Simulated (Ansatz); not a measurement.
# Lattice dynamics of Nb2NO2 monolayer

Wanted: vibrations and spectra of Nb2NO2 monolayer; the cell is already relaxed. After the zone centre comes a 4×4×1 q mesh on a 20×20×1 k mesh.

Calculated with Ansatz 0.2.0; DFT PBEsol, scalar-relativistic, plane waves, PAW; PAW set soft_1.

## 1. Starting point

The cell holds 5 atoms: 1 N, 2 Nb and 2 O. Cell: a = 3.100 Å, b = 3.100 Å, c = 32.600 Å, α = 90.0°, β = 90.0°, γ = 120.0°. Vacuum lies along c.

Structure file:

```
N Nb O
1.0
     3.09968    0.00000    0.00000
    -1.54984    2.68440    0.00000
     0.00000    0.00000   32.60000
N Nb O
1 2 2
Direct
  0.00000 0.00000 0.30675
  0.33333 0.66667 0.34337
  0.66667 0.33333 0.27012
  0.66667 0.33333 0.37616
  0.33333 0.66667 0.23734
```

## 2. Zone-centre response

The cell comes from relaxations at this level that are not shown. The zone centre comes first: it holds the modes that light can see, as far as symmetry allows. No field response is asked, since the mesh shows no gap.

input.yaml reads:

```yaml
crystal:
  lattice:
    - [3.0996796169, 0.0, 0.0]
    - [-1.5498398084, 2.6844012919, 0.0]
    - [0.0, 0.0, 32.6]
  atoms:
    - { symbol: "N", position: [0.0, 0.0, 0.3067484663] }
    - { symbol: Nb, position: [0.3333333333, 0.6666666667, 0.3433740432] }
    - { symbol: Nb, position: [0.6666666667, 0.3333333333, 0.2701228893] }
    - { symbol: O, position: [0.6666666667, 0.3333333333, 0.3761576439] }
    - { symbol: O, position: [0.3333333333, 0.6666666667, 0.2373392886] }
  periodic: [true, true, false]
kpoints:
  mp_grid: { grid: [18, 18, 1] }
hamiltonian:
  xc: pbesol
  pseudopotentials: { kind: paw, azcp: { folder: soft_1 }, xc_functional: pbe }
scf:
  occupations: { method: methfessel_paxton, width: 0.2 }
output:
  eigenvalues: true
phonons:
  method: dfpt
```

On the command line:

```
$ ansatz run input.yaml --threads 4 --pin off --max-ram 16384MiB --backend cpu --events-out ev --progress --plain --runs-dir out
```

Numbers of over 12 decimals in the logs are rounded to 6 here.

The log of the run:

```text
Warning: crystal.symmetry: narrowed to the stabiliser of the run's FFT grids — unitary ops 12 → 6. A phonons.method: dfpt run fills in the rows of the dynamical matrix that it does not solve by its symmetry operations, which is exact only for operations that map its FFT grids onto themselves: filled in by any other, the frequencies could depend on the order in which like atoms are typed, or, by more than the grids' own error, on where the crystal sits among the grids' points. Excluded: 6 operations. The run can therefore solve more perturbations, solve them on more k-points, or both, and cost more. [rest of the remark cut]
Engine: ansatz 0.2.0, aarch64-unknown-linux-gnu
Pseudopotentials: kind: paw
Pseudopotential: N, paw, valence charge 5, recommended cutoff 420 eV (normal), soft_1/N.paw.azcp
Pseudopotential: Nb, paw, valence charge 13, recommended cutoff 420 eV (normal), soft_1/Nb.paw.azcp
Pseudopotential: O, paw, valence charge 6, recommended cutoff 420 eV (normal), soft_1/O.paw.azcp
Functional definition: PBEsol
  exchange = pbesol_x
  correlation = pbesol_c
Crystal: 5 atoms, lattice volume = 271.258 Å³
Basis set: ecut = 420 eV, 5257 PW (Γ), exchange–correlation on 48×48×450 points (8 copies of the dense FFT grid, shifted against one another)
Bands: 27, of which v1, the nominal top of the filled ones, is band 22 counted from 1 (21 counted from 0)
Symmetry: 12 space group operations
k-points: 91 of 324 (irreducible under 2 space group operations, time reversal used)
Non-local potential: N, projectors of the file, l = 0: 2, l = 1: 2, l = 2: 1
Non-local potential: Nb, projectors of the file, l = 0: 3, l = 1: 2, l = 2: 2, l = 3: 1
Non-local potential: O, projectors of the file, l = 0: 2, l = 1: 2, l = 2: 1
PAW form: soft (Blöchl's): semilocal exchange-correlation on the pseudo side does not see the compensation charge
PAW frozen core: N, regenerated for the run's functional, and the local potential with it (the file was generated under x = pbe(κ = 0.804, μ = 0.219515), c = pbe(β = 0.066725))
PAW frozen core: Nb, regenerated for the run's functional, and the local potential with it (the file was generated under x = pbe(κ = 0.804, μ = 0.219515), c = pbe(β = 0.066725))
PAW frozen core: O, regenerated for the run's functional, and the local potential with it (the file was generated under x = pbe(κ = 0.804, μ = 0.219515), c = pbe(β = 0.066725))
PAW one-centre angular grid: N, 110 points (default); XC on 64 Gauss nodes
PAW one-centre angular grid: Nb, 590 points (default); XC on 64 Gauss nodes
PAW one-centre angular grid: O, 110 points (default); XC on 64 Gauss nodes
Initial density: superposition of atomic densities (neutral atoms: chi_scale 0, normalization atom)
Initial wavefunctions: pseudopotential atomic-orbital guess
Functional: x = pbesol(κ = 0.804, μ = 0.123457), c = pbesol(β = 0.046)
SCF iter   1: F=—  HF=-10503.944978 eV  |F-HF|=—  |Δ(HF+E_count)|=         —  Δρ=9.55e-2  dr2=2.99e1  ethr=3.10e-3  ⟨swp⟩=11.7  Hψ=18431  notcnv=0
preconditioner: auto → LDOS  [metal: Δε(μ)=0.026 eV  Ē_g=12.488 eV  σ=0.200 eV  W_gap=0.11  n_scr=20 (ndim 8)  ℏωp=11.7 eV  f_vac=0.761  D(μ)=1.68/eV (n_scr^D=10)  β→1.0]
SCF iter   2: F=—  HF=-10500.845248 eV  |F-HF|=—  |Δ(HF+E_count)|=    3.10e0  S|Δr|=    0.00e0  Δρ=1.09e-1  dr2=2.96e1  ethr=3.10e-3  ⟨swp⟩=5.9  Hψ=9887  notcnv=0  defer=61
SCF iter   3: F=—  HF=-10495.893835 eV  |F-HF|=—  |Δ(HF+E_count)|=    4.95e0  S|Δr|=    0.00e0  Δρ=1.46e-2  dr2=7.67e-1  ethr=3.10e-3  ⟨swp⟩=5.5  Hψ=9046  notcnv=0
SCF iter   4: F=—  HF=-10495.733097 eV  |F-HF|=—  |Δ(HF+E_count)|=   1.61e-1  S|Δr|=    0.00e0  Δρ=3.42e-3  dr2=4.09e-2  ethr=1.78e-3  ⟨swp⟩=3.4  Hψ=5477  notcnv=0  defer=56
SCF iter   5: F=—  HF=-10495.730057 eV  |F-HF|=—  |Δ(HF+E_count)|=   3.04e-3  S|Δr|=    0.00e0  Δρ=1.41e-3  dr2=6.53e-3  ethr=9.50e-5  ⟨swp⟩=3.3  Hψ=5733  notcnv=0  defer=56
SCF iter   6: F=—  HF=-10495.728785 eV  |F-HF|=—  |Δ(HF+E_count)|=   1.27e-3  S|Δr|=    0.00e0  Δρ=1.78e-4  dr2=1.27e-4  ethr=1.52e-5  ⟨swp⟩=3.8  Hψ=5822  notcnv=0  defer=56
SCF iter   7: F=—  HF=-10495.728793 eV  |F-HF|=—  |Δ(HF+E_count)|=   8.05e-6  S|Δr|=    0.00e0  Δρ=8.44e-5  dr2=2.06e-5  ethr=2.95e-7  ⟨swp⟩=3.9  Hψ=5652  notcnv=0  defer=56
SCF iter   8: F=—  HF=-10495.728790 eV  |F-HF|=—  |Δ(HF+E_count)|=   3.29e-6  S|Δr|=    0.00e0  Δρ=3.44e-5  dr2=4.73e-6  ethr=4.79e-8  ⟨swp⟩=3.1  Hψ=5494  notcnv=0  defer=56
SCF iter   9: F=—  HF=-10495.728791 eV  |F-HF|=—  |Δ(HF+E_count)|=   1.28e-6  S|Δr|=    0.00e0  Δρ=1.24e-5  dr2=4.68e-7  ethr=1.10e-8  ⟨swp⟩=3.8  Hψ=5645  notcnv=0  defer=56
SCF iter  10: F=—  HF=-10495.728781 eV  |F-HF|=—  |Δ(HF+E_count)|=   1.00e-5  S|Δr|=    0.00e0  Δρ=1.19e-6  dr2=4.27e-9  ethr=1.09e-9  ⟨swp⟩=3.1  Hψ=5293  notcnv=0  defer=56
SCF iter  11: F=—  HF=-10495.728781 eV  |F-HF|=—  |Δ(HF+E_count)|=   7.14e-9  S|Δr|=    0.00e0  Δρ=3.74e-7  dr2=3.33e-10  ethr=9.93e-12  ⟨swp⟩=4.4  Hψ=6432  notcnv=0  defer=56
SCF iter  12: F=—  HF=-10495.728781 eV  |F-HF|=—  |Δ(HF+E_count)|=  2.67e-10  S|Δr|=    0.00e0  Δρ=9.37e-8  dr2=2.22e-11  ethr=1.00e-12  ⟨swp⟩=3.3  Hψ=5123  notcnv=0  defer=56
SCF iter  13: F=-10495.728781 eV  HF=-10495.728781 eV  |F-HF|=5.82e-11  |Δ(HF+E_count)|=  7.82e-11  S|Δr|=    0.00e0  Δρ=1.94e-8  dr2=1.65e-12  ethr=1.00e-12  ⟨swp⟩=20.1  Hψ=22608  notcnv=0
SCF 1 converged in 13 iterations: F = -10495.728781 eV  dr2 = 1.65e-12
  greatest PAW one-centre occupation: 0.998 electrons in one spin orbital (limit 2), on the Nb atom at site 2 (counted from 0), in its partial waves of l = 0
DFPT response loops at Γ: preconditioner auto → none (partly filled bands, converged f_vac=0.775); β = 0.50; Broyden in place of MSR1
SCF converged after 13 iterations
Stability not checked: this state was not tested for a lower state beside it, because cold or Methfessel-Paxton smearing, or corrected tetrahedra, fill the levels in a way that the test cannot read (fill_not_monotonic; see scf.lower_state_search)
Free energy (F): -10495.728781 eV
Harris-Foulkes:  -10495.728781 eV  (|F-HF|=5.82e-11)
Internal energy: -10495.727032 eV  (E = F + TS)
E sigma→0 (E₀):  -10495.728344 eV
Entropy (-TS):   -0.001749 eV (-0.350 meV/atom)
Fermi energy:    -5.677716 eV
Step filling:    the computed levels leave a gap of 0.0000 eV = 0.0 smearing widths at the electron count; against every level under it full and every level over it empty, smearing changes F+E_penalty+E_count by -2.160 meV and its σ→0 estimate by -1.722 meV
--- Per-component energies (eV) ---
  E_band       = -1072.258150
  E_kinetic    = 1214.602649
  E_local      = -129239.252249  (includes V_loc(G=0)·N_el)
  E_nonlocal   = 328.036009
  E_hartree    = 63812.387403
  E_xc         = -531.700685
  E_vxc        = -659.385866  (∫ρ·V_xc dr)
  E_paw        = -6487.437620  (= ΣΔE_a)
  E_vpaw       = -341.036161  (= ΣTr[D̂ρ^β])
  E_aug_tail   = 0.002479  (compensation charges beyond the density's cutoff)
  E_ewald      = 60407.158887
  E_core_change = 0.476094  (= ΣΔE_core)
  E_smearing   = -0.001749  (= −TS)
  E_closure    = -0.000000  (closes the sum)
  Σ components = -10495.728781   (vs F -10495.728781, Δ=0.00e0)
--- Band table (eV; the first three rows and the last of 91) ---
  k-point 0: bands = [... 18 lower, -9.0872, -9.0872, -6.9428, -6.9428, -5.8660, -4.6473, -4.6473, -3.6108, ... 1 higher]
  k-point 1: bands = [... 18 lower, -9.2114, -9.2047, -6.8766, -6.7908, -5.9220, -4.6194, -4.5571, -3.6049, ... 1 higher]
  k-point 2: bands = [... 18 lower, -9.4808, -9.0367, -6.8838, -6.4423, -5.8913, -4.5141, -4.3808, -3.5904, ... 1 higher]
  k-point 90: bands = [... 18 lower, -10.0889, -9.6926, -6.4914, -5.7881, -4.2646, -3.8781, -3.5393, -3.1866, ... 1 higher]
--- Phonons (Γ-DFPT): 10 representative perturbations + reference, on 91 of 324 k-points (Σ response iterations 51) ---
  ASR residual: 7.349e-5 → 0.000e0 eV/Å²; symmetrization residual: 9.328e-6 eV/Å²
  The last average, over the group as it would stand without the narrowing to the FFT grids, took up to 2.115e-6 eV/Å² of the zone centre's force constants
  ASR residual per site (eV/Å²): 1.81e-5 7.35e-5 7.20e-5 6.81e-6 9.63e-6
  Γ frequencies (cm⁻¹): 0.00 0.00 0.00 146.32 146.32 254.98 363.03 363.03 376.99 376.99 549.88 565.40 605.63 618.34 618.34
  non-analytic LO–TO correction: not included (Born effective charges unavailable; polar crystals: no LO–TO splitting at Γ)
```

Wall time 4.3 min (4 threads of Arm Neoverse V1, shared host); peak memory 2.3 GiB; 17 min of CPU time.

The column dr2 measures how far the density is from self-consistency, as an energy; F and HF (Harris–Foulkes) agree once it is small.

Numbers from this step:

* gap on the k-mesh: 0 eV
* sum-rule residual before enforcement: 7.35e-5 eV/Å²
* point group: -3m
* area per atom: 1.664 Å²
* highest optical mode at the zone centre (no LO-TO term): 618.3 cm⁻¹
* lowest optical zone-centre mode: 146.3 cm⁻¹

Patterns of degenerate modes are one choice out of their space. The modes at Γ (shares of kinetic energy by element, %):

```csv
mode,frequency (cm⁻¹),symmetry,N %,Nb %,O %
1,0.0,acoustic,6,80,14
2,0.0,acoustic,6,80,14
3,0.0,acoustic,6,80,14
4,146.3,Eg,0,93,7
5,146.3,Eg,0,93,7
6,255.0,A1g,0,83,17
7,363.0,Eu,0,14,86
8,363.0,Eu,0,14,86
9,377.0,Eg,0,7,93
10,377.0,Eg,0,7,93
11,549.9,A2u,27,4,69
12,565.4,A1g,0,17,83
13,605.6,A2u,67,16,17
14,618.3,Eu,94,6,0
15,618.3,Eu,94,6,0
```

Displacements in mode 5 (146.3 cm⁻¹), the largest set to 1:
```
N1   0.00  0.00  0.00
Nb2 -0.65  1.00  0.00
Nb3  0.65 -1.00  0.00
O4  -0.44  0.67  0.00
O5   0.44 -0.67  0.00
```

Displacements in mode 15 (618.3 cm⁻¹), the largest set to 1:
```
N1   1.00  0.00  0.00
Nb2 -0.07  0.00  0.00
Nb3 -0.07  0.00  0.00
O4  -0.04  0.00  0.00
O5  -0.04  0.00  0.00
```

Before it was imposed, the acoustic sum rule was missed by 7.3e-5 eV/Å². Small misses are needed for a sound result but don't prove that mesh and cutoff are converged. The lowest optical mode is real, 146 cm⁻¹.

## 3. Phonons on a q mesh

Stability and thermal properties need the whole zone. Linear response on a 4×4×1 q mesh gives force constants as far as a supercell of that size would.

input.yaml: that of step 2 with these lines changed.

```diff
@@ -13,3 +13,3 @@
 kpoints:
-  mp_grid: { grid: [18, 18, 1] }
+  mp_grid: { grid: [20, 20, 1] }
 hamiltonian:
@@ -23 +23,10 @@
   method: dfpt
+  qmesh: [4, 4, 1]
+  temperatures: { t_max: 1000, t_step: 50 }
+  qpath:
+    path:
+      - [0.0, 0.0, 0.0]
+      - [0.5, 0.0, 0.0]
+      - [0.33333333, 0.33333333, 0.0]
+      - [0.0, 0.0, 0.0]
+    npoints: 10
```

The log of the run:

```text
[...]
Crystal: 5 atoms, lattice volume = 271.258 Å³
Basis set: ecut = 420 eV, 5257 PW (Γ), exchange–correlation on 48×48×450 points (8 copies of the dense FFT grid, shifted against one another)
Bands: 27, of which v1, the nominal top of the filled ones, is band 22 counted from 1 (21 counted from 0)
Symmetry: 12 space group operations
k-points: 44 of 400 (irreducible under 6 space group operations, time reversal used)
[...]
SCF iter   1: F=—  HF=-10503.948591 eV  |F-HF|=—  |Δ(HF+E_count)|=         —  Δρ=9.55e-2  dr2=2.99e1  ethr=3.10e-3  ⟨swp⟩=11.8  Hψ=8950  notcnv=0
[...]
SCF iter  14: F=-10495.730071 eV  HF=-10495.730071 eV  |F-HF|=9.82e-11  |Δ(HF+E_count)|=  1.67e-10  S|Δr|=    0.00e0  Δρ=1.69e-8  dr2=4.57e-13  ethr=1.00e-12  ⟨swp⟩=18.9  Hψ=10789  notcnv=0
SCF 1 converged in 14 iterations: F = -10495.730071 eV  dr2 = 4.57e-13
[...]
phonons: the bands overlap, so this run is a metal and interpolates without the dipole-dipole term. If the crystal is really an insulator or semiconductor, its LO-TO splitting is missing
NSCF: frozen V_eff on 44 k-points
WARN: eigensolver did not converge (k=1): 1 band(s) unlocked after 2 eigensolves, warm-restarted (20 sweeps on the last) at ethr=1.38e-12 eV (storage-precision floor; scheduled 1.00e-12 eV) (lowest unlocked band 26, counted from 0; max residual 6.32e-6 eV among the unlocked bands, 6.32e-6 eV over every band; other slots of this pass that fall short are told together in one closing line; warning suppressed until the next SCF loop or pass starts)
WARN: eigensolver did not converge in 6 slots of this pass, the one above among them; of largest residual over every band (k=4): 1 band(s) unlocked (lowest unlocked band 26, counted from 0; max residual 1.58e-4 eV among the unlocked bands, 1.58e-4 eV over every band); of lowest unlocked band (k=1): band 26
[...]
DFPT response loops at q = (0, 0, 0) (fractional): preconditioner auto → none (partly filled bands, converged f_vac=0.775); β = 0.50; Broyden in place of MSR1
[...]
SCF converged after 14 iterations
[...]
Free energy (F): -10495.730071 eV
[...]
Internal energy: -10495.731445 eV  (E = F + TS)
E sigma→0 (E₀):  -10495.730415 eV
Entropy (-TS):   0.001374 eV (0.275 meV/atom)
Fermi energy:    -5.687486 eV
[...]
--- Band table (eV; the first three rows and the last of 44) ---
  k-point 0: bands = [... 18 lower, -9.0872, -9.0872, -6.9425, -6.9425, -5.8653, -4.6471, -4.6471, -3.6101, ... 1 higher]
  k-point 1: bands = [... 18 lower, -9.2172, -9.1895, -6.8851, -6.8176, -5.9142, -4.6248, -4.5722, -3.6052, ... 1 higher]
  k-point 2: bands = [... 18 lower, -9.4234, -9.0654, -6.8645, -6.5190, -5.9166, -4.5432, -4.4159, -3.5933, ... 1 higher]
  k-point 43: bands = [... 18 lower, -10.1706, -9.9485, -5.9019, -5.4445, -5.4298, -3.5553, -3.4531, -3.3838, ... 1 higher]
--- Phonons (Γ-DFPT): 10 representative perturbations + reference (Σ response iterations 50) ---
  ASR residual: 2.992e-5 → 0.000e0 eV/Å²; symmetrization residual: 7.954e-6 eV/Å²
[...]
ASR residual per site (eV/Å²): 8.66e-6 2.99e-5 2.84e-5 4.06e-6 1.23e-5
[...]
--- Phonons (arbitrary-q DFPT): 4 irreducible q on the 4×4×1 mesh ---
  q = [0.0000, 0.0000, 0.0000] (star 1, of the zone-centre solve; hermiticity 5.21e-7, symmetrization 4.19e-11, taken by the last average 1.35e-7): -0.00 -0.00 0.00 150.06 150.06 255.27 363.85 363.85 383.16 383.16 551.41 568.34 605.76 619.15 619.15
  q = [0.0000, 0.2500, 0.0000] (star 6, 15 solved perturbations on 210 of 400 k-point pairs; hermiticity 2.93e-7, symmetrization 2.51e-10, taken by the last average 2.15e-7): 95.76 100.93 139.12 144.36 184.34 218.02 351.60 369.02 388.96 409.97 520.66 530.22 583.70 599.99 618.31
[...]
q = [0.2500, 0.2500, 0.0000] (star 6, 10 solved perturbations in 3050 linear systems a pass and spin channel, the states on 400 of 400 k-point pairs; hermiticity 6.34e-7, symmetrization 1.10e-10, taken by the last average 2.39e-7): -211.36 -95.87 103.84 124.26 156.34 194.32 358.25 397.25 402.44 408.37 494.92 499.15 569.34 595.83 608.94
  sum rule: each row above includes the acoustic sum rule's correction from the zone centre's row sums; it moved no ω² by more than (0.46 cm⁻¹)²
  mesh force constants: q→R imaginary residual 6.53e-18; ASR residual 2.992e-5 → 0.000e0 eV/Å²; symmetrization residual 1.421e-14 eV/Å²
  interpolated dispersion: 31 rows × 15 modes
  density of states and harmonic sums: on the 24×24×1 q-mesh, interpolated from the force constants of a 4×4×1 supercell (no non-analytic term)
  largest difference from the sums on the solved wave vectors: F 8.70e-2 eV, S 1.08e-4 and C_V 3.01e-5 eV/K
  zero-point energy: 0.308730 eV/cell   skipped modes (ω ≤ 0): 91, of them read as no rigid motion or as one in doubt: 88 (1.434e0 modes/cell left out, lowest -211.36 cm⁻¹)   left out of the sums: 9.59e-2 of the cell's modes: C_V's classical limit lies that fraction below 3 k_B per atom; for a crystal, a wire or a layer, F and S can be off by more, and a phonons.interpolated_qmesh denser along its periods is the remedy for the sampling
```

Wall time 41 min (4 threads); peak memory 5.6 GiB; 2.7 h of CPU time.

Numbers from this step:

```yaml
sum_rule_residual_before_enforcement: 2.99e-5 eV/Å²
lowest_frequency_on_the_path: -211.8 cm⁻¹
highest_frequency_on_the_path_or_at_a_solved_wavevector: 625.7 cm⁻¹
highest_optical_mode_at_the_zone_centre_no_lo_to_term: 619.1 cm⁻¹
lowest_optical_zone_centre_mode: 150.1 cm⁻¹
lowest_mode_on_the_q_mesh_acoustic_modes_at_gamma_apart: -211.4 cm⁻¹
```

Frequencies (cm⁻¹) solved at each irreducible wavevector; negative means imaginary. Frequencies by wavevector, by row:

```
q in reciprocal lattice units  star  mode 1  mode 2  mode 3  mode 4  mode 13  mode 14  mode 15
                        0 0 0     1       0       0       0   150.1    605.8    619.1    619.1
                     0 0.25 0     6    95.8   100.9   139.1   144.4    583.7      600    618.3
                     0 -0.5 0     3  -163.5   -99.5   -44.9   -34.1    578.9    590.4    599.8
                  0.25 0.25 0     6  -211.4   -95.9   103.8   124.3    569.3    595.8    608.9
```

Interpolated from a 4×4×1 q mesh. Phonon branches along the path, in cm⁻¹:

```
  point  branch 1  branch 2  branch 3  branch 4  branch 12  branch 13  branch 14  branch 15
      Γ         0         0         0       150        568        606        619        619
halfway        96       101       139       144        530        584        600        618
      M      -164      -100       -45       -34        500        579        590        600
halfway      -151      -101       -11        24        495        573        596        598
      K       -76       -76        39       101        488        578        578        601
halfway       -84       104       131       143        522        580        592        626
      Γ         0         0         0       150        568        606        619        619
```

Tetrahedra on a 24×24×1 mesh, mean over bins of 10 cm-1. Interpolated from a 4×4×1 q mesh. Table of phonon density of states by wavenumber; read off at these points:

```csv
wavenumber (cm⁻¹),phonon density of states (1/cm⁻¹/cell)
-215,4.6e-4
-195,0.00538
-165,0.0123
-145,0.00519
-125,0.00296
-105,0.0105
-75,0.00745
-55,0.00568
-35,0.00346
-15,0.00674
15,0.00505
35,0.00646
55,0.00868
85,0.0121
105,0.0287
125,0.0315
145,0.0436
175,0.0301
195,0.0138
215,0.0118
235,0.0039
265,0
285,0
305,0
325,0
355,0.0429
365,0.0676
375,0.0373
385,0.0833
395,0.0462
415,0.0728
425,0
445,0
465,0
485,0.00943
515,0.0278
535,0.0161
555,0.00535
575,0.0635
595,0.110
605,0.0436
625,0.0308
```

The partial phonon density of states has structure finer than the step of the table below, so its rows give means over 50 cm⁻¹, whole bins alone (the curve runs from -223 to 655 cm⁻¹). Peaks (cm⁻¹: height): N 599.4: 0.0738; Nb -162.2: 0.00988, -101.5: 0.0136, -18.7: 0.0101, 152.4: 0.0458, 500.1: 0.00786; O 389.7: 0.0627, 411.8: 0.0620, 500.1: 0.0420.

Phonopy on the run's constants, 21x21x1 mesh, Gaussian sigma 6.3 cm-1. Interpolated from a 4×4×1 q mesh. Table of partial phonon density of states by wavenumber; means over each step; values in 1/cm⁻¹/cell:

```
wavenumber (cm⁻¹)        N       Nb        O
             -150   2.2e-4  0.00543  0.00110
             -100   6.8e-4  0.00884   7.2e-4
              -50   3.7e-4  0.00511   4.8e-4
                0   2.7e-4  0.00437   4.8e-4
               50   3.9e-4  0.00566   6.4e-4
              100  0.00111   0.0205  0.00156
              150   8.8e-4   0.0367  0.00274
              200   2.4e-4   0.0136  0.00113
              250   1.4e-5  0.00233   3.5e-4
              300        0   4.3e-7   1.5e-7
              350   4.2e-4  0.00171   0.0240
              400   4.8e-4  0.00227   0.0504
              450   9.3e-6   3.3e-5   7.6e-4
              500   5.5e-4  0.00458   0.0250
              550  0.00702  0.00198  0.00820
              600   0.0445  0.00348  0.00168
```

Symmetry leaves 4 wavevectors to solve. The lowest mode among them, the acoustic zeros apart, lies at q = (0.25, 0.25, 0) and is imaginary, 211.4i cm⁻¹, so the energy falls along it.

[end of part 1 of 2]

[Logs are printed without paths, hosts, clocks, repeated set-up lines and the standing remarks that a program may print on its own settings, such as how far it seeks lower states.]

[Hosts, paths, dates, database ids (printed as entryN), source tags and the programs' standing remarks are cut or masked in the printed files.]
